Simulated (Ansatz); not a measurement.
## Lu3TlC (Pm-3m): relaxing the cell for a phonon run

Aim: bring Lu3TlC (Pm-3m) to small forces and stress, as phonons need.

Main program and level: Ansatz 0.2.0; DFT PBEsol, scalar-relativistic, plane waves, PAW; PAW set soft_1.

Most raw output is cut from this account.

**1. The structure**

The structure is cubic, space group Pm-3m (No. 221). Conventional cell: a = 4.746 Å, b = 4.746 Å, c = 4.746 Å, α = 90.00°, β = 90.00°, γ = 90.00°. Nearest to Lu lie 2 C at 2.37 Å and 8 Lu at 3.36 Å and 4 Tl at 3.36 Å. Nearest to Tl lie 12 Lu at 3.36 Å. Nearest to C lie 6 Lu at 2.37 Å. Farther neighbours are not listed.

**2. A coarse first look**

A quick single point on a coarse mesh tells whether the cell has a gap and how far it is from rest, which sets the k mesh and smearing that follow.

The input, input.yaml:

```yaml
crystal:
  lattice:
    - [4.74607332, 0.0, 0.0]
    - [0.0, 4.74607332, 0.0]
    - [0.0, 0.0, 4.74607332]
  atoms:
    - { symbol: Lu, position: [0.5, 0.0, 0.5] }
    - { symbol: Lu, position: [0.0, 0.5, 0.5] }
    - { symbol: Lu, position: [0.5, 0.5, 0.0] }
    - { symbol: Tl, position: [0.0, 0.0, 0.0] }
    - { symbol: C, position: [0.5, 0.5, 0.5] }
kpoints:
  mp_grid: { grid: [4, 4, 4] }
hamiltonian:
  xc: pbesol
  pseudopotentials: { kind: paw, azcp: { folder: soft_1 }, xc_functional: pbe }
scf:
  occupations: { method: gaussian, width: 0.1 }
output:
  forces: true
  stress: true
  eigenvalues: true
```

Command:

```
ansatz run input.yaml --threads 4 --pin off --max-ram 10240MiB --backend cpu --events-out ev --progress --plain --runs-dir out
```

The job ended after 1.3 s (4 threads of Arm Neoverse V2, shared host; peak memory 0.46 GiB).

This step gave:

```
pressure          : -1.875 GPa
volume per atom   : 21.38 Å³
gap on the k-mesh : 0 eV
```

The coarse mesh shows no gap and a pressure of -1.9 GPa.

**3. Bringing the structure to rest**

Harmonic phonons are second derivatives at a point where the forces vanish, and they are wanted at zero stress, so atoms and cell are relaxed first.

input.yaml: that of step 2 with these lines changed.

```diff
@@ -12,3 +12,3 @@
 kpoints:
-  mp_grid: { grid: [4, 4, 4] }
+  mp_grid: { grid: [8, 8, 8] }
 hamiltonian:
@@ -22 +22,6 @@
   eigenvalues: true
+relax:
+  adjacent_minimum: "off"
+  f_tol: 0.005
+  max_steps: 80
+  cell: { stress_tol: 0.05 }
```

Run time: 18 s. Hardware: 4 threads; peak memory 0.56 GiB.

The steps of the relaxation:

| step | energy less that of the first step (eV) | largest force component (eV/Å) | pressure (GPa) | volume (Å³) |
| --- | --- | --- | --- | --- |
| 1 | 0.0000 | 0.0000 | -1.93 | 106.91 |
| 2 | -0.0037 | 0.0000 | 1.96 | 102.57 |
| 3 | -0.0150 | 0.0000 | -0.06 | 104.71 |
| 4 | -0.0151 | 0.0000 | 0.00 | 104.64 |
| 5* | -0.0139 | 0.0000 | -0.01 | 104.64 |

Relaxation steps marked * repeat the geometry before them on a plane-wave basis chosen anew for their cell, so energy and pressure can jump there.

Forces are held to the 48 operations that the run works with; a distortion that breaks them can't arise in this run.

| conventional cell, symmetrised | before | after | change |
| --- | --- | --- | --- |
| a (Å) | 4.746 | 4.712 | -0.7 % |
| b (Å) | 4.746 | 4.712 | -0.7 % |
| c (Å) | 4.746 | 4.712 | -0.7 % |
| volume (Å³/atom) | 21.38 | 20.93 | -2.1 % |

Final coordinates:

```cif
data_structure
_symmetry_space_group_name_H-M 'P 1'
_symmetry_Int_Tables_number 1
_cell_length_a 4.7123
_cell_length_b 4.7123
_cell_length_c 4.7123
_cell_angle_alpha 90.000
_cell_angle_beta 90.000
_cell_angle_gamma 90.000
_cell_volume 104.64
loop_
_atom_site_label
_atom_site_type_symbol
_atom_site_fract_x
_atom_site_fract_y
_atom_site_fract_z
_atom_site_occupancy
Lu1 Lu 0.50000 0.00000 0.50000 1
Lu2 Lu 0.00000 0.50000 0.50000 1
Lu3 Lu 0.50000 0.50000 0.00000 1
Tl4 Tl 0.00000 0.00000 0.00000 1
C5 C 0.50000 0.50000 0.50000 1
```

This step gave:

| Property | Result |
| --- | --- |
| pressure | -0.008199 GPa |
| volume per atom | 20.93 Å³ |

In this step the volume went from 21.38 to 20.93 Å³/atom.

**4. Relaxing to small forces for the phonons**

Phonons need a cell at rest on their own settings, so the relaxation is repeated with tight tolerances on forces and stress, using the mesh and the filling of the phonon run that follows.

input.yaml, the sections that differ from step 3:

```yaml
crystal:
  lattice:
    - [4.71229544, 0.0, 0.0]
    - [0.0, 4.71229544, 0.0]
    - [0.0, 0.0, 4.71229544]
  atoms:
    - { symbol: Lu, position: [0.5, 0.0, 0.5] }
    - { symbol: Lu, position: [0.0, 0.5, 0.5] }
    - { symbol: Lu, position: [0.5, 0.5, 0.0] }
    - { symbol: Tl, position: [0.0, 0.0, 0.0] }
    - { symbol: C, position: [0.5, 0.5, 0.5] }
scf:
  occupations: { method: methfessel_paxton, width: 0.2 }
relax:
  adjacent_minimum: "off"
  f_tol: 0.001
  max_steps: 60
  cell: { stress_tol: 0.01 }
# kpoints, hamiltonian, output: as in step 3
```

Run time: 8 s. Hardware: 4 threads; peak memory 0.55 GiB; 31 s of CPU time.

Little changed from the start: no atom moved by 0.005 Å and no cell edge by 0.1 %.

This step gave:

```
pressure : -0.002009 GPa
```

The forces vanish by symmetry and the pressure is -0.002 GPa, within the tolerances set. The cell now holds 20.93 Å³/atom.

**5. Outcome**

| Property | Result |
| --- | --- |
| space group after relaxation (within 0.01 Å) | Pm-3m |
| lattice constant a | 4.712 Å |
| lattice constant b | 4.712 Å |
| lattice constant c | 4.712 Å |
| volume per atom | 20.9 Å³ |

What this shows: The forces vanish by symmetry and the pressure is -0.002 GPa, within the tolerances set. The cell now holds 20.93 Å³/atom. The relaxation keeps the symmetry of its start, so it says nothing on stability against lower symmetry. Spin-orbit coupling is left out, which can matter for the heavy elements here. The PAW files were made for PBE and serve the other functionals too.

[Logs are printed without paths, hosts, clocks, repeated set-up lines and the standing remarks that a program may print on its own settings, such as how far it seeks lower states.]

[Hosts, paths, dates, database ids (printed as entryN), source tags and the programs' standing remarks are cut or masked in the printed files.]
